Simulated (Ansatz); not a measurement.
# Cu(100) film, 4 layers, adrow: surface scattering, part 2 of 2

How does Cu(100) film, 4 layers, adrow scatter electrons that run along the film?

Ansatz 0.2.0; Ansatz plane-wave DFT, PBE, PAW files; relaxation of the atoms about the surface defect; PAW set soft_1 (the session's first sound run).

So far. Step 2 (Relaxing about the defect): The largest force component on a free atom ends at 0.011 eV/Å, under the tolerance of 0.03, after 4 steps.

## 3. Transmission along the film

The film far from the defect is the lead. The first vector holds vacuum and takes one k-point. Energies from -0.05 to 0.05 eV in steps of 0.05 eV are too few for the program's thermal sum, so it prints no conductance; for a metal the transmission near the Fermi level serves, at a fraction of the cost.

f

This step: Ansatz plane-wave DFT, PBE, PAW files; ballistic transport by layer matching (Landauer), zero bias; PAW set soft_1 (Ansatz 0.2.0).

Input file input.yaml:

```yaml
crystal:
  lattice:
    - [18.22992, 0.0, 0.0]
    - [0.0, 2.5561627297, 0.0]
    - [0.0, 0.0, 35.7862782161]
  atoms:
    - { symbol: Cu, position: [0.2468469417, 0.0, 0.0] }
    - { symbol: Cu, position: [0.3459960329, 0.5, 0.0357142857] }
    - { symbol: Cu, position: [0.4451451241, 0.0, 0.0] }
    - { symbol: Cu, position: [0.5442942152, 0.5, 0.0357142857] }
    - { symbol: Cu, position: [0.2468469417, 0.0, 0.0714285714] }
    - { symbol: Cu, position: [0.3459960329, 0.5, 0.1071428571] }
    - { symbol: Cu, position: [0.4451451241, 0.0, 0.0714285714] }
    - { symbol: Cu, position: [0.5442942152, 0.5, 0.1071428571] }
    - { symbol: Cu, position: [0.2468469417, 0.0, 0.1428571429] }
    - { symbol: Cu, position: [0.3459960329, 0.5, 0.1785714286] }
    - { symbol: Cu, position: [0.4451451241, 0.0, 0.1428571429] }
    - { symbol: Cu, position: [0.5442942152, 0.5, 0.1785714286] }
    - { symbol: Cu, position: [0.2468469417, 0.0, 0.2142857143] }
    - { symbol: Cu, position: [0.3459960329, 0.5, 0.25] }
    - { symbol: Cu, position: [0.4451451241, 0.0, 0.2142857143] }
    - { symbol: Cu, position: [0.5442942152, 0.5, 0.25] }
    - { symbol: Cu, position: [0.2468469417, 0.0, 0.2857142857] }
    - { symbol: Cu, position: [0.3459960329, 0.5, 0.3214285714] }
    - { symbol: Cu, position: [0.4451451241, 0.0, 0.2857142857] }
    - { symbol: Cu, position: [0.5442942152, 0.5, 0.3214285714] }
    - { symbol: Cu, position: [0.2468469417, 0.0, 0.3571428571] }
    - { symbol: Cu, position: [0.3459960329, 0.5, 0.3928571429] }
    - { symbol: Cu, position: [0.446510127, 0.0, 0.3570078071] }
    - { symbol: Cu, position: [0.5435700478, 0.5, 0.3922793573] }
    - { symbol: Cu, position: [0.2468469417, 0.0, 0.4285714286] }
    - { symbol: Cu, position: [0.3459960329, 0.5, 0.4642857143] }
    - { symbol: Cu, position: [0.446851055, 0.0, 0.4287557651] }
    - { symbol: Cu, position: [0.5466761366, 0.5, 0.4628162543] }
    - { symbol: Cu, position: [0.2468469417, 0.0, 0.5] }
    - { symbol: Cu, position: [0.3459960329, 0.5, 0.5357142857] }
    - { symbol: Cu, position: [0.4464157813, 0.0, 0.5] }
    - { symbol: Cu, position: [0.5466761366, 0.5, 0.5371837457] }
    - { symbol: Cu, position: [0.2468469417, 0.0, 0.5714285714] }
    - { symbol: Cu, position: [0.3459960329, 0.5, 0.6071428571] }
    - { symbol: Cu, position: [0.446851055, 0.0, 0.5712442349] }
    - { symbol: Cu, position: [0.5435700478, 0.5, 0.6077206427] }
    - { symbol: Cu, position: [0.2468469417, 0.0, 0.6428571429] }
    - { symbol: Cu, position: [0.3459960329, 0.5, 0.6785714286] }
    - { symbol: Cu, position: [0.446510127, 0.0, 0.6429921929] }
    - { symbol: Cu, position: [0.5442942152, 0.5, 0.6785714286] }
    - { symbol: Cu, position: [0.2468469417, 0.0, 0.7142857143] }
    - { symbol: Cu, position: [0.3459960329, 0.5, 0.75] }
    - { symbol: Cu, position: [0.4451451241, 0.0, 0.7142857143] }
    - { symbol: Cu, position: [0.5442942152, 0.5, 0.75] }
    - { symbol: Cu, position: [0.2468469417, 0.0, 0.7857142857] }
    - { symbol: Cu, position: [0.3459960329, 0.5, 0.8214285714] }
    - { symbol: Cu, position: [0.4451451241, 0.0, 0.7857142857] }
    - { symbol: Cu, position: [0.5442942152, 0.5, 0.8214285714] }
    - { symbol: Cu, position: [0.2468469417, 0.0, 0.8571428571] }
    - { symbol: Cu, position: [0.3459960329, 0.5, 0.8928571429] }
    - { symbol: Cu, position: [0.4451451241, 0.0, 0.8571428571] }
    - { symbol: Cu, position: [0.5442942152, 0.5, 0.8928571429] }
    - { symbol: Cu, position: [0.2468469417, 0.0, 0.9285714286] }
    - { symbol: Cu, position: [0.3459960329, 0.5, 0.9642857143] }
    - { symbol: Cu, position: [0.4451451241, 0.0, 0.9285714286] }
    - { symbol: Cu, position: [0.5442942152, 0.5, 0.9642857143] }
    - { symbol: Cu, position: [0.6361100077, 0.0, 0.5] }
kpoints:
  mp_grid: { grid: [1, 12, 1] }
hamiltonian:
  xc: pbe
  pseudopotentials: { kind: paw, azcp: { folder: soft_1 } }
scf:
  occupations: { method: fermi_dirac, width: 0.1 }
output:
  transmission: { leads: [[0, 4]], kmesh: [1, 24], e_range: [-0.05, 0.05], de: 0.05 }
  write_potential: true
  write_density: true
  volumetric_format: npy
  elf: true
```

Run with:

```bash
ansatz run input.yaml --threads 8 --pin off --max-ram 15360MiB --backend cpu --events-out ev --progress --plain --runs-dir out
```

Numbers of over 12 decimals in the logs are rounded to 6 here.

Output:

```text
[...]
Crystal: 57 atoms, lattice volume = 1667.592 Å³
Basis set: ecut = 420 eV, 32651 PW (Γ)
Bands: 650, of which v1, the nominal top of the filled ones, is band 542 counted from 1 (541 counted from 0)
Symmetry: 4 space group operations
[...]
k-points: 7 of 12
[...]
SCF iter   1: F=—  HF=-377662.924367 eV  |F-HF|=—  |Δ(HF+E_count)|=         —  Δρ=1.57e-1  dr2=2.51e2  ethr=3.10e-3  ⟨swp⟩=6.4  Hψ=18141  notcnv=0  defer=227
[...]
SCF iter  15: F=-377618.281690 eV  HF=-377618.281690 eV  |F-HF|=1.40e-7  |Δ(HF+E_count)|=   1.26e-7  Δρ=1.26e-6  dr2=2.98e-8  ethr=9.23e-12  ⟨swp⟩=3.9  Hψ=10093  notcnv=0
SCF 1 converged in 15 iterations: F = -377618.281690 eV  dr2 = 2.98e-8
[...]
transmission: 96 of 793 steps passed
transmission: 168 of 793 steps passed
[...]
transmission: 793 of 793 steps passed
WARN: The output density's exchange-correlation potential varies sharply where the density is thin. Do not read a vacuum level from v_tot or v_xc, or from such a field of the output density. On a cell that repeats whose density bears no net charge and no dipole along the vacuum's axis use v_es (v_loc + v_h of the components); under efield.dipole_correction with no amplitude use v_es + v_field, which holds any externa [...]
SCF converged after 15 iterations
Free energy (F): -377618.281690 eV
[...]
Internal energy: -377617.545719 eV  (E = F + TS)
E sigma→0 (E₀):  -377617.913705 eV
Entropy (-TS):   -0.735971 eV (-12.912 meV/atom)
Fermi energy:    3.942092 eV
[...]
--- Band table (eV; the first three rows and the last of 7) ---
  k-point 0: bands = [... 538 lower, 2.5940, 2.6066, 2.6208, 2.6941, 2.7517, 2.7742, 2.8749, 2.8819, ... 104 higher]
  k-point 1: bands = [... 538 lower, 2.6005, 2.6314, 2.8296, 2.9269, 2.9439, 2.9559, 3.0846, 3.1263, ... 104 higher]
  k-point 2: bands = [... 538 lower, 2.9900, 2.9994, 3.1224, 3.1295, 3.2579, 3.3601, 3.6068, 3.7852, ... 104 higher]
  k-point 6: bands = [... 538 lower, 4.9282, 4.9287, 4.9309, 5.2046, 5.4184, 5.4357, 5.4704, 5.4841, ... 104 higher]
--- Transmission ---
  basis      : 413 plane waves across, 61 finite elements along
  points     : 13, standing for a mesh of 1 x 24
  energies   : 3 from -0.050000 to 0.050000 eV about the Fermi level, 0.050000 eV apart; the leads are filled to 0.000000 eV, and channels, transmission and decay are at 0.000000 eV
  crystal 0  : Cu4, at the sites [0, 4], period 2.5562 Å, over 24.28 Å; its Hamiltonian steps by up to 1.7 meV
    offset         : up to 0.0000 Å between an atom of the period and one for which it stands
    channels       : 2.750000e0 a spin
    conductance    : none, the energies end too early or step too widely for 300 K: set another output.transmission.e_range or a lower de, or, where they end at an eighth of basis.ecutwfc, a higher one
  junction   : crystal 0 to crystal 0, 0.64 to 33.87 Å
    transmission   : 2.131956e0 a spin
[...]
```

Run time: 33 min. Hardware: 8 threads of Arm Neoverse N1, shared host; peak memory 9.6 GiB.

Numbers from this step:

```yaml
free_energy: -377618.2817 eV
energy_at_zero_smearing: -377617.9137 eV
fermi_energy: 3.942 eV
cell_area: 46.60 Å²
transmission_per_spin_nearest_the_fermi_level: 2.132
open_channels_per_spin_nearest_the_fermi_level: 2.75
step_of_the_lead_s_potential: 1.7 meV
```

Per spin. Table of transmission, zone mean by energy, zero at the Fermi level:

| energy (eV) | transmission, zone mean |
| --- | --- |
| -0.0500 | 1.98 |
| 0.0000 | 2.13 |
| 0.0500 | 2.34 |

Per spin. The open channels, zone mean, lead by energy, zero at the Fermi level:

| energy (eV) | open channels, zone mean, lead |
| --- | --- |
| -0.0500 | 2.58 |
| 0.0000 | 2.75 |
| 0.0500 | 2.92 |

Electrostatic potential energy in the ca plane at fractional y = 0.000, with atoms of Cu within 0.2 Å of it. With pseudopotentials it is smooth inside the atoms' cores, unlike the true potential.

Ten even steps from '0' (-51 eV) to '9' (9 eV), each cell a mean:
```
99999999999999999999999999999999999999999999
99999999999999999999999999999999999999999999
99999999999999999999999999999999999999999999
99999999999999999999999999999999999999999999
99999999999999999999999999999999999999999999
99999999999999999999999999999999999999999999
99999999999999999999999999999999999999999999
99999999999999999999999999999999999999999999
99999999999999999999999999999999999999999999
99999999999999999999999999999999999999999999
99999999999999999999999999999999999999999999
99999999999999999999999999999999999999999999
73126997312699631379963137996313798621379862
61005895100588500058850006884001688400168840
98789999878999987899988789998878999877899987
99999999999999999999999999999999999999999999
98889999888999988899998889999888999988899998
61015896101588510169851016985101698510269851
62126896212699621269862126985212798511279851
99899999989999998999999899999989999998999998
99999999999999999999999999999999999999999999
99999999999999999999999999999999999999999999
99999999999999999999999999999999999999999999
99999999999999999999999999999999999999999999
```
Columns run along c (16.0 Å, from fractional 0.55 to 1.00 of the cell; values clipped at the 3rd and 97th percentile), rows up along a (18.2 Å). Atoms in or near the plane, at fractional coordinates: Cu at (0.57, 0.25), Cu at (0.57, 0.45), Cu at (0.64, 0.25), Cu at (0.64, 0.45), Cu at (0.71, 0.25), Cu at (0.71, 0.45), Cu at (0.79, 0.25), Cu at (0.79, 0.45), Cu at (0.86, 0.25), Cu at (0.86, 0.45), Cu at (0.93, 0.25), Cu at (0.93, 0.45).

Valence density in the ca plane at fractional y = 0.000, with atoms of Cu within 0.2 Å of it. It is the smooth field of the valence electrons, not physical close to the nuclei.

Ten steps, logarithmic in the rise over the least value, from '0' (0 e/Å³) to '9' (37 e/Å³), each cell a mean:
```
00000000000000000000000000000000000000000000
00000000000000000000000000000000000000000000
00000000000000000000000000000000000000000000
00000000000000000000000000000000000000000000
00000000000000000000000000000000000000000000
00000000000000000000000000000000000000000000
00000000000000000000000000000000000000000000
00000000000000000000000000000000000000000000
00000000000000000000000000000000000000000000
00000000000000000000000000000000000000000000
00000110000011000001100000110000011000001100
11111111111111111111111111111111111011011101
26862112686211267621126752112675211367521136
27983113798311379731138972113897211489621148
11211111121111112111111211111121111122111112
00000110000011000001100000110000011000001100
11111111111111111111111111111111111111111111
27973112797311379731137972113796211389621148
26873112687211268621137862113786211378621137
00100000010000001000000100000010000001000000
00000000000000000000000000000000000000000000
00000000000000000000000000000000000000000000
00000000000000000000000000000000000000000000
00000000000000000000000000000000000000000000
```
Columns run along c (16.0 Å, from fractional 0.55 to 1.00 of the cell), rows up along a (18.2 Å). Atoms in or near the plane, at fractional coordinates: Cu at (0.57, 0.25), Cu at (0.57, 0.45), Cu at (0.64, 0.25), Cu at (0.64, 0.45), Cu at (0.71, 0.25), Cu at (0.71, 0.45), Cu at (0.79, 0.25), Cu at (0.79, 0.45), Cu at (0.86, 0.25), Cu at (0.86, 0.45), Cu at (0.93, 0.25), Cu at (0.93, 0.45).

ELF in the ca plane at fractional y = 0.000, with atoms of Cu within 0.2 Å of it. It is the smooth field of the valence electrons, not physical close to the nuclei.

Ten even steps from '0' (0.00) to '9' (0.51), each cell a mean:
```
00000000000000000000000000000000000000000000
00000000000000000000000000000000000000000000
00000000000000000000000000000000000000000000
00000000000000000000000000000000000000000000
00000000000000000000000000000000000000000000
00000000000000000000000000000000000000000000
00000000000000000000000000000000000000000000
10000000000000000000000000000000000000000000
32111121111122211122221112222111222211122211
43333444333444433444443334444333444433444443
44444444555444445544444544444554444445444445
54444555444555544455554445554444555444455544
33543443353344335334433533443353344345334434
34953343495334359534335943433594343369434336
43334554333455433345543334554333455433345543
44444444444444444444444444444444444444444444
43334554333455433345543334554333455433345543
34853443484344348434435843443584343358334335
33643343464344346434334743433473343347334334
32222333222233322233332223332222333222233322
11111111111111111111111111111111111111111111
00000000000000000000000000000000000000000000
00000000000000000000000000000000000000000000
00000000000000000000000000000000000000000000
```
Columns run along c (16.0 Å, from fractional 0.55 to 1.00 of the cell), rows up along a (18.2 Å). Atoms in or near the plane, at fractional coordinates: Cu at (0.57, 0.25), Cu at (0.57, 0.45), Cu at (0.64, 0.25), Cu at (0.64, 0.45), Cu at (0.71, 0.25), Cu at (0.71, 0.45), Cu at (0.79, 0.25), Cu at (0.79, 0.45), Cu at (0.86, 0.25), Cu at (0.86, 0.45), Cu at (0.93, 0.25), Cu at (0.93, 0.45).

Over the solved energies the transmission per spin lies between 1.98 and 2.34, out of 2.75 channels of the lead on average (up to 2.92).

## 4. Share that passes

t

This step: Ansatz plane-wave DFT, PBE, PAW files; ballistic transport by layer matching (Landauer), zero bias; share of the film's channels that pass the defect (the area holds the vacuum); PAW set soft_1 (Ansatz 0.2.0).

Numbers from this step:

```yaml
t_over_the_leads_mean_channel_count: 0.7814
```

Averaged over the energies near the Fermi level, 78.1 % of the channels pass.

## 5. Outcome

```json
{"share of the film's channels that pass": "0.781"}
```

What this shows: 78 % of the film's channels pass the defect. The film is 4 layers thick, so the defect disturbs a good part of its section. It runs straight across the current without end, so the wavevector along it is kept. Only atoms near the defect are relaxed, while the rest of the face keeps bulk spacings, so part of the reflection may come from that relaxed patch.

[Logs are printed without paths, hosts, clocks, repeated set-up lines and the standing remarks that a program may print on its own settings, such as how far it seeks lower states.]

[Hosts, paths, dates, database ids (printed as entryN), source tags and the programs' standing remarks are cut or masked in the printed files.]
